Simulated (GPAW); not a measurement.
# Ga2O3 (C2/m): one start, several treatments of the self-energy

Wanted: the gap of Ga2O3 (C2/m) under several approximations, with cost.

Method: PBE and many-body steps on it, plane waves, in GPAW 26.7.0.

**What was measured.**

- Gap 4.96 eV: direct optical gap from Tauc plot, film annealed at 800 C; UV-Vis transmission and reflection, Tauc plot; film (80 nm PE-ALD film on sapphire, annealed in O2 at 800 C for 15 min) on sapphire (“Investigation of Ga2O3-Based Deep Ultraviolet Photodetectors Using Plasma-Enhanced Atomic Layer Deposition System”, 2020, pmc:7662978).

- Gap 4.5 eV: optical absorption edge from ellipsometry; spectroscopic ellipsometry; film (oxidised 75 nm GaSe layer, annealed at 800 C in oxygen) on Al2O3 (“Thin Ga2O3 Layers by Thermal Oxidation of van der Waals GaSe Nanostructures for Ultraviolet Photon Sensing”, 2024, pmc:11320379).

- Gap 4.88 eV: optical direct gap from Tauc plot; optical transmission, Tauc plot; film (as-deposited 50 nm PLD film, (-201) oriented) on c-plane sapphire (“beta-phase (AlxGa1-x)2O3 thin film with Al composition more than 70%”, 2020, arxiv:2005.05799).

- Gap 5.01 eV: direct optical gap from Tauc plot, film annealed at 700 C; UV-Vis transmission and reflection, Tauc plot; film (80 nm PE-ALD film on sapphire, annealed in O2 at 700 C for 15 min) on sapphire (“Investigation of Ga2O3-Based Deep Ultraviolet Photodetectors Using Plasma-Enhanced Atomic Layer Deposition System”, 2020, pmc:7662978).

- Gap 4.65 eV: direct optical gap from Tauc extrapolation, as-deposited; optical transmittance, Tauc plot; film (polycrystalline sputtered film, about 164 nm, on sapphire, not annealed) on Al2O3 (0006) (“Effects of Post Annealing on Electrical Performance of Polycrystalline Ga2O3 Photodetector on Sapphire”, 2020, pmc:7206477).

This is a selection; 6 further reports are not listed.

**1. The starting structure**

Symmetry: C2/m, No. 12, monoclinic system. The conventional cell has a = 12.214 Å, b = 3.037 Å, c = 5.798 Å, α = 90.00°, β = 103.83°, γ = 90.00°. Nearest to Ga lie 4 O at 1.83 to 1.86 Å. Ga has 6 O at 1.94 to 2.07 Å nearest. Nearest to O lie 3 Ga at 1.83 to 1.94 Å. O has 4 Ga at 1.86 to 2.07 Å nearest. O has 3 Ga at 1.83 to 1.94 Å nearest. Farther neighbours and most contacts between anions are not listed.

As a file:

```xyz
10
Lattice="6.1070 -1.5185 0.0000 6.1070 1.5185 0.0000 -1.3860 0.0000 5.6300" Properties=species:S:1:pos:R:3 pbc="T T T"
Ga    0.0041    0.0000    4.4736
Ga   10.8240    0.0000    1.1564
Ga    7.6096    0.0000    1.7679
Ga    3.2184    0.0000    3.8621
O     1.8570    0.0000    0.6182
O     8.9710    0.0000    5.0118
O     1.3361    0.0000    3.1708
O     9.4919    0.0000    2.4592
O     5.7013    0.0000    1.4447
O     5.1267    0.0000    4.1853
```

The cell and positions come from the Crystallography Open Database and are kept as given unless a step says otherwise.

**2. Empty states on the mesh, 4×4×2 mesh, 680 bands**

This step: GPAW 26.7.0; DFT, PBE, plane waves, PAW.

The sums over transitions need many empty states on a uniform mesh; this step solves for them.

Contents of run.py:

```python
import json
import numpy as np
from gpaw.mpi import world
from gpaw import GPAW

calc = GPAW('gs.gpw').fixed_density(kpts={'size': (4, 4, 2), 'gamma': True},
    parallel={'domain': 1, 'band': 1},
    txt='nscf.txt')
calc.diagonalize_full_hamiltonian(nbands=680)
calc.write('full.gpw', mode='all')
res = {}
kpts = calc.get_ibz_k_points()
res['kpts'] = kpts
res['eigenvalues'] = [calc.get_eigenvalues(kpt=k) for k in range(len(kpts))]
res['n_electrons'] = calc.get_number_of_electrons()

if world.rank == 0:
    with open('result.json', 'w') as f:
        json.dump(res, f, default=lambda x: x.tolist())
```

Launch:

```
> mpirun -n 12 gpaw python run.py
```

Numbers of over 12 decimals in the logs are rounded to 6 here.

The program printed:

```text
Diagonalizing LCAO Hamiltonian
Converting LCAO to pw mode
convergence criteria:
- Maximum integral of absolute [eigenst]ate change: 4e-08 eV^2 / valence electron
maximum number of iterations: 100

SCF iterations
|iter     |     time |      energy | eigst |  dens |
|iter:   1|  |             | +0.39 |       |
|iter:   2|  |             | -1.15 |       |
|iter:   3|  |             | -2.07 |       |
[...]
|iter:  16|  |             | -7.03 |       |
|iter:  17|  |             | -7.22 |       |
|iter:  18|  |             | -7.41c|       |
SCF steps: 18
  __  _  _
 | _ |_)|_||  |
 |__||  | ||/\| - 26.7.0

Input parameters:
  mode=PW(ecut=600.0),
  convergence={'density': 1e-06, 'bands': -3},
  gpts=array([36, 36, 35]),
  kpts=MonkhorstPack(size=(4, 4, 2), gamma=True),
  maxiter=100,
  nbands=35,
  occupations=Occupations(name='fermi-dirac', width=0.001, fixmagmom=False),
  parallel={'domain': 1, 'band': 1},
  xc=XC(name='PBE')
Matrix size: 3459x3459
# Writing to full.gpw (mode='all')
  [... matrices ...]

timing:  # [seconds]
  Total: 60.750  # ━━━━━━━━━━━━━━━━━━━━━━━━━━━━━━━━━━━━━━━━━━━━━━━━━━━━━━━━━━
```

Elapsed: 74 s, on 12 MPI ranks of Intel Xeon 6975P-C (Granite Rapids), shared host; peak memory 12 GiB; 15 min of CPU time.

This step gave:

| Property | Result |
| --- | --- |
| gap | 2.431 eV |
| k of the valence top | 0.5, 0.5, 0.5 |
| k of the conduction bottom | 0, 0, 0 |
| least direct gap | 2.460 eV |
| k points computed | 14 |
| lowest point of the top converged band, above the valence top | 184.7185 eV |

On this mesh the gap is 2.431 eV.

**3. G0W0, Godby-Needs plasmon pole**

G0W0 replaces the xc potential by the self-energy, built once from these orbitals. Only a window of levels is corrected, while the sums run over the empty bands that the input names.

This step: G0W0 on PBE, plane waves, PAW.

Contents of run.py:

```python
import json
import numpy as np
from gpaw.mpi import world
from gpaw.response.g0w0 import G0W0

gw = G0W0('full.gpw',
    filename='gw',
    kpts=[0, 13],
    bands=(22, 26),
    ecut=120,
    nbands=311,
    integrate_gamma='WS',
    ppa=True)
gw.calculate()
res = {mode: {k: v for k, v in r.items() if k != 'sigma_eskwn'}
       for mode, r in gw.all_results.items()}

if world.rank == 0:
    with open('result.json', 'w') as f:
        json.dump(res, f, default=lambda x: x.tolist())
```

Launch:

```
> mpirun -n 12 gpaw python run.py
```

The program printed:

```text
Using integrator: PointIntegrator
FrequencyGridDescriptor(from 0.000+0.000j to 0.000+27.211j eV, 2 points)
Nonperiodic BCs:  [False False False]
Using integrator: PointIntegrator
FrequencyGridDescriptor(from 0.000+0.000j to 0.000+27.211j eV, 2 points)
Nonperiodic BCs:  [False False False]
  ___  _ _ _
 |   || | | |
 | | || | | |
 |__ ||_____|
 |___|

BZ k-points: Symmetries present (total): 4

  [... matrices ...]
32 k-points: 4 x 4 x 2 Monkhorst-Pack grid + [1/8,1/8,1/4]
14 k-points in the irreducible part of the Brillouin zone
       k-points in crystal coordinates                weights
   0:     0.00000000    0.00000000    0.00000000          1/32
   1:     0.00000000    0.00000000    0.50000000          1/32
   2:     0.25000000   -0.25000000    0.00000000          2/32
   3:     0.25000000   -0.25000000    0.50000000          2/32
   4:     0.25000000    0.00000000    0.00000000          4/32
   5:     0.25000000    0.00000000    0.50000000          4/32
   6:     0.25000000    0.25000000    0.00000000          2/32
   7:     0.25000000    0.25000000    0.50000000          2/32
   8:     0.50000000    0.00000000    0.00000000          2/32
   9:     0.50000000    0.00000000    0.50000000          2/32
          ...
  13:     0.50000000    0.50000000    0.50000000          1/32

Distributing spins, k-points and bands (1 x 2 x 4) over 12 processes
Number of blocks: 1

Quasi particle states:
k-points (IBZ indices): [0, 13]
Band range: (22, 26)
  [... matrices ...]
Computational parameters:
Plane wave cut-off: 120 eV
Number of bands: 311
Coulomb cutoff: None
Broadening: 0.1 eV

fxc modes: GW
Kernel: RPA
Using Godby-Needs plasmon-pole approximation:
  Fitting energy: i*E0, E0 = 1.000 Hartree
Summing all q:

Calculating screened Coulomb potential
No Coulomb truncation
FrequencyGridDescriptor(from 0.000+0.000j to 0.000+27.211j eV, 2 points)
Removing empty qpoint cache files...

Calculating chi0 body with:
    Ground state adapter containing:
    Number of spins: 1
    Number of kpoints: 32
    Number of irreducible kpoints: 14
    Number of completely occupied states: 24
    Number of partially occupied states: 24
    Occupied states memory: 16.611328125 M / cpu

    Linear response parametrization:
    q_c: [0.0, 0.0, 0.0]
    Number of frequency points: 2
    Planewave cutoff: 120.0
    Number of bands: 311
    Number of planewaves: 323
    Broadening (eta): 1e-06
    comm.size: 12
    kncomm.size: 12
    blockcomm.size: 1

    Memory estimate of potentially large arrays:
        chi0_wGG: 3.183868 M / cpu
Integrating chi0 body.

Symmetries of q_c:
    Direct symmetries (Uq -> q): 4
    Indirect symmetries (TUq -> q): 0
In total 4 allowed symmetries.

  [... matrices ...]
14 groups of equivalent kpoints. 56.25% reduction.

Integral kind: response function
Integrating chi0 head and wings.

Symmetries of q_c:
    Direct symmetries (Uq -> q): 4
    Indirect symmetries (TUq -> q): 0
In total 4 allowed symmetries.

  [... matrices ...]
14 groups of equivalent kpoints. 56.25% reduction.

Integral kind: response function wings

Calculating chi0 body with:
    Ground state adapter containing:
    Number of spins: 1
    Number of kpoints: 32
    Number of irreducible kpoints: 14
    Number of completely occupied states: 24
    Number of partially occupied states: 24
    Occupied states memory: 16.611328125 M / cpu

    Linear response parametrization:
[... the further q-points ...]

Results:
f:      Occupation numbers
eps:     KS-eigenvalues [eV]
vxc:     KS vxc [eV]
exx:     Exact exchange [eV]
sigma:   Self-energies [eV]
dsigma:  Self-energy derivatives
Z:       Renormalization factors
qp:      QP-energies [eV]

k-point 0 (0): (0.000, 0.000, 0.000)                GW
band       f     eps     vxc     exx   sigma  dsigma       Z      qp
                                                                   GW
  22   1.000   4.721 -21.138 -26.630   4.448  -0.282   0.780   3.906
  23   1.000   4.994 -21.523 -27.240   4.638  -0.281   0.781   4.151
  24   0.000   7.453 -16.695 -12.253  -2.956  -0.190   0.840   8.702
  25   0.000  10.774 -17.097 -11.594  -3.570  -0.206   0.829  12.375

k-point 1 (13): (0.500, 0.500, 0.500)                GW
band       f     eps     vxc     exx   sigma  dsigma       Z      qp
                                                                   GW
  22   1.000   4.420 -21.067 -26.663   4.514  -0.281   0.781   3.575
  23   1.000   5.022 -21.086 -26.887   4.725  -0.284   0.779   4.184
  24   0.000  10.249 -18.334 -13.242  -3.194  -0.209   0.827  11.818
  25   0.000  10.403 -17.538 -12.353  -3.336  -0.213   0.824  11.927
```

The job ended after 4.1 min (12 MPI ranks; peak memory 6.6 GiB; 42 min of CPU time).

This step gave:

```
G0W0 gap on the points computed              : 4.517 eV
least direct G0W0 gap on the computed points : 4.550 eV
Z at the valence top                         : 0.7786
Z at the conduction bottom                   : 0.8402
starting gap on the mesh                     : 2.431 eV
k of the valence top                         : 0.5, 0.5, 0.5
k of the conduction bottom                   : 0, 0, 0
```

The gap on the mesh goes from 2.43 eV to 4.52 eV, a correction of +2.09 eV.

**4. One-shot HSE06**

This step: one-shot HSE06 levels on PBE orbitals, plane waves, PAW.

Contents of run.py:

```python
import json
import numpy as np
from gpaw.mpi import world
from gpaw.hybrids.eigenvalues import non_self_consistent_eigenvalues

dft, vxc, vxc_hyb = non_self_consistent_eigenvalues('full.gpw', 'HSE06', 22, 26, kpt_indices=[0, 13])
res = {'dft': dft[0], 'hybrid': (dft - vxc + vxc_hyb)[0]}
if world.rank == 0:
    with open('hybrid.txt', 'w') as f:
        for k, e0, e1 in zip([0, 13], res['dft'], res['hybrid']):
            print(k, ' '.join(f'{x:9.4f}' for x in e0), '|', ' '.join(f'{x:9.4f}' for x in e1), file=f)

if world.rank == 0:
    with open('result.json', 'w') as f:
        json.dump(res, f, default=lambda x: x.tolist())
```

Launch:

```
> mpirun -n 12 gpaw python run.py
```

The program printed:

```text
builder.py:213: UserWarning: The angles between your unit-cell vectors are 103.4, 103.4 and 27.9 degrees.  Results may be wrong!  Please Niggli-reduce your unit-cell so that the angles are closer to 90 degrees:

  from ase.build import niggli_reduce
  niggli_reduce(atoms)
  [... matrices ...]
  warnings.warn(
builder.py:213: UserWarning: The angles between your unit-cell vectors are 103.4, 103.4 and 27.9 degrees.  Results may be wrong!  Please Niggli-reduce your unit-cell so that the angles are closer to 90 degrees:

  from ase.build import niggli_reduce
  niggli_reduce(atoms)
  [... matrices ...]
  warnings.warn(
builder.py:213: UserWarning: The angles between your unit-cell vectors are 103.4, 103.4 and 27.9 degrees.  Results may be wrong!  Please Niggli-reduce your unit-cell so that the angles are closer to 90 degrees:

  from ase.build import niggli_reduce
  niggli_reduce(atoms)
  [... matrices ...]
  warnings.warn(
builder.py:213: UserWarning: The angles between your unit-cell vectors are 103.4, 103.4 and 27.9 degrees.  Results may be wrong!  Please Niggli-reduce your unit-cell so that the angles are closer to 90 degrees:

  from ase.build import niggli_reduce
  niggli_reduce(atoms)
  [... matrices ...]
  warnings.warn(
builder.py:213: UserWarning: The angles between your unit-cell vectors are 103.4, 103.4 and 27.9 degrees.  Results may be wrong!  Please Niggli-reduce your unit-cell so that the angles are closer to 90 degrees:

  from ase.build import niggli_reduce
  niggli_reduce(atoms)
  [... matrices ...]
  warnings.warn(
builder.py:213: UserWarning: The angles between your unit-cell vectors are 103.4, 103.4 and 27.9 degrees.  Results may be wrong!  Please Niggli-reduce your unit-cell so that the angles are closer to 90 degrees:

  from ase.build import niggli_reduce
  niggli_reduce(atoms)
  [... matrices ...]
  warnings.warn(
[...]
builder.py:213: UserWarning: The angles between your unit-cell vectors are 103.4, 103.4 and 27.9 degrees.  Results may be wrong!  Please Niggli-reduce your unit-cell so that the angles are closer to 90 degrees:

  from ase.build import niggli_reduce
  niggli_reduce(atoms)
  [... matrices ...]
  warnings.warn(
builder.py:213: UserWarning: The angles between your unit-cell vectors are 103.4, 103.4 and 27.9 degrees.  Results may be wrong!  Please Niggli-reduce your unit-cell so that the angles are closer to 90 degrees:

  from ase.build import niggli_reduce
  niggli_reduce(atoms)
  [... matrices ...]
  warnings.warn(
builder.py:213: UserWarning: The angles between your unit-cell vectors are 103.4, 103.4 and 27.9 degrees.  Results may be wrong!  Please Niggli-reduce your unit-cell so that the angles are closer to 90 degrees:

  from ase.build import niggli_reduce
  niggli_reduce(atoms)
  [... matrices ...]
  warnings.warn(
IBZ(<points: 14, symmetries: 4>)
Occupied bands: 24
Transforming wave functions from IBZ to BZ: 0.056 seconds
Distributing wave functions and iFFT-ing to real space: 0.122 seconds
Calculating eigenvalues:
  k-points: 2
  Bands: 22-25 (inclusive)
  Seconds: 0.860 (wave-function broadcasting: 0.016 seconds)
HSE06-eigenvalue shifts:
  min: -1.394 eV
  ave: -0.444 eV
  max: 0.574 eV
```

Elapsed: 5.7 s, on 12 MPI ranks; peak memory 2.3 GiB.

Numbers from this step:

* starting gap on the mesh: 2.431 eV
* hybrid gap on the mesh: 4.175 eV
* least direct hybrid gap on the computed points: 4.187 eV

**5. G0W0, extrapolated in the cutoff**

This step: G0W0 on PBE, plane waves, PAW.

Contents of run.py:

```python
import json
import numpy as np
from gpaw.mpi import world
from gpaw.response.g0w0 import G0W0

gw = G0W0('full.gpw',
    filename='gw',
    kpts=[0, 13],
    bands=(22, 26),
    ecut=200.0,
    integrate_gamma='WS',
    ppa=True,
    ecut_extrapolation=True)
gw.calculate()
res = {mode: {k: v for k, v in r.items() if k != 'sigma_eskwn'}
       for mode, r in gw.all_results.items()}

if world.rank == 0:
    with open('result.json', 'w') as f:
        json.dump(res, f, default=lambda x: x.tolist())
```

Launch:

```
> mpirun -n 12 gpaw python run.py
```

The program printed:

```text
Using integrator: PointIntegrator
FrequencyGridDescriptor(from 0.000+0.000j to 0.000+27.211j eV, 2 points)
Nonperiodic BCs:  [False False False]
Using integrator: PointIntegrator
FrequencyGridDescriptor(from 0.000+0.000j to 0.000+27.211j eV, 2 points)
Nonperiodic BCs:  [False False False]
  ___  _ _ _
 |   || | | |
 | | || | | |
 |__ ||_____|
 |___|

BZ k-points: Symmetries present (total): 4

  [... matrices ...]
32 k-points: 4 x 4 x 2 Monkhorst-Pack grid + [1/8,1/8,1/4]
14 k-points in the irreducible part of the Brillouin zone
       k-points in crystal coordinates                weights
   0:     0.00000000    0.00000000    0.00000000          1/32
   1:     0.00000000    0.00000000    0.50000000          1/32
   2:     0.25000000   -0.25000000    0.00000000          2/32
[...]
9:     0.50000000    0.00000000    0.50000000          2/32
          ...
  13:     0.50000000    0.50000000    0.50000000          1/32

Distributing spins, k-points and bands (1 x 2 x 4) over 12 processes
Number of blocks: 1

Quasi particle states:
k-points (IBZ indices): [0, 13]
Band range: (22, 26)
  [... matrices ...]
Computational parameters:
Extrapolating to infinite plane wave cut-off using points at:
  172.355 eV
  184.896 eV
  200.000 eV
Number of bands: 670
Coulomb cutoff: None
Broadening: 0.1 eV

fxc modes: GW
Kernel: RPA
Using Godby-Needs plasmon-pole approximation:
  Fitting energy: i*E0, E0 = 1.000 Hartree
Summing all q:

Calculating screened Coulomb potential
No Coulomb truncation
FrequencyGridDescriptor(from 0.000+0.000j to 0.000+27.211j eV, 2 points)
Removing empty qpoint cache files...

Calculating chi0 body with:
    Ground state adapter containing:
    Number of spins: 1
    Number of kpoints: 32
    Number of irreducible kpoints: 14
[...]
chi0_wGG: 14.236115 M / cpu
Integrating chi0 body.

Symmetries of q_c:
    Direct symmetries (Uq -> q): 4
    Indirect symmetries (TUq -> q): 0
In total 4 allowed symmetries.

  [... matrices ...]
14 groups of equivalent kpoints. 56.25% reduction.

Integral kind: response function
Integrating chi0 head and wings.

Symmetries of q_c:
    Direct symmetries (Uq -> q): 4
    Indirect symmetries (TUq -> q): 0
In total 4 allowed symmetries.

  [... matrices ...]
14 groups of equivalent kpoints. 56.25% reduction.

Integral kind: response function wings

Calculating chi0 body with:
    Ground state adapter containing:
    Number of spins: 1
    Number of kpoints: 32
    Number of irreducible kpoints: 14
    Number of completely occupied states: 24
    Number of partially occupied states: 24
    Occupied states memory: 16.611328125 M / cpu

[... the further q-points ...]
Extrapolating selfenergy to infinite energy cutoff:
  Performing linear fit to 3 points
  Warning: Bad quality of linear fit for some (n,k).
           Higher cutoff might be necessary.
  Minimum R^2 = 0.2430. (R^2 Should be close to 1)
  [... matrices ...]
Results:
f:      Occupation numbers
eps:     KS-eigenvalues [eV]
vxc:     KS vxc [eV]
exx:     Exact exchange [eV]
sigma:   Self-energies [eV]
dsigma:  Self-energy derivatives
Z:       Renormalization factors
qp:      QP-energies [eV]

k-point 0 (0): (0.000, 0.000, 0.000)                GW
band       f     eps     vxc     exx   sigma  dsigma       Z      qp
                                                                   GW
  22   1.000   4.721 -21.138 -26.630   3.835  -0.297   0.771   3.443
  23   1.000   4.994 -21.523 -27.240   3.999  -0.295   0.772   3.667
  24   0.000   7.453 -16.695 -12.253  -3.139  -0.198   0.835   8.541
[...]
k-point 1 (13): (0.500, 0.500, 0.500)                GW
band       f     eps     vxc     exx   sigma  dsigma       Z      qp
                                                                   GW
[...]
24   0.000  10.249 -18.334 -13.242  -3.508  -0.222   0.818  11.545
  25   0.000  10.403 -17.538 -12.353  -3.671  -0.225   0.817  11.639
```

The job ended after 22 min (12 MPI ranks; peak memory 11 GiB; 3.9 h of CPU time).

Numbers from this step:

```yaml
quasiparticle_gap_on_the_points_computed: 4.823 eV
least_direct_quasiparticle_gap_on_the_computed_points: 4.874 eV
z_at_the_valence_top: 0.7699
z_at_the_conduction_bottom: 0.8348
starting_gap_on_the_mesh: 2.431 eV
k_of_the_valence_top: 0.5, 0.5, 0.5
k_of_the_conduction_bottom: 0, 0, 0
gaps_at_the_cutoffs_of_the_extrapolation: 4.638, 4.657, 4.675 eV
```

Against G0W0 in GPAW (4×4×2 mesh, 311 bands, screening to 120 eV, Godby-Needs plasmon pole), the gap moves by +0.306 eV.

(Continued in part 2 of 2.)

[Paths, hosts, dates, memory and timing lines, banners, echoed tables and standing remarks are left out of the program output.]

[Logs are printed without paths, hosts, clocks, repeated set-up lines and the standing remarks that a program may print on its own settings, such as how far it seeks lower states.]

[Runs of the session that timed out or met a known fault of the program may be left out.]

[Hosts, paths, dates, database ids (printed as entryN), source tags and the programs' standing remarks are cut or masked in the printed files.]
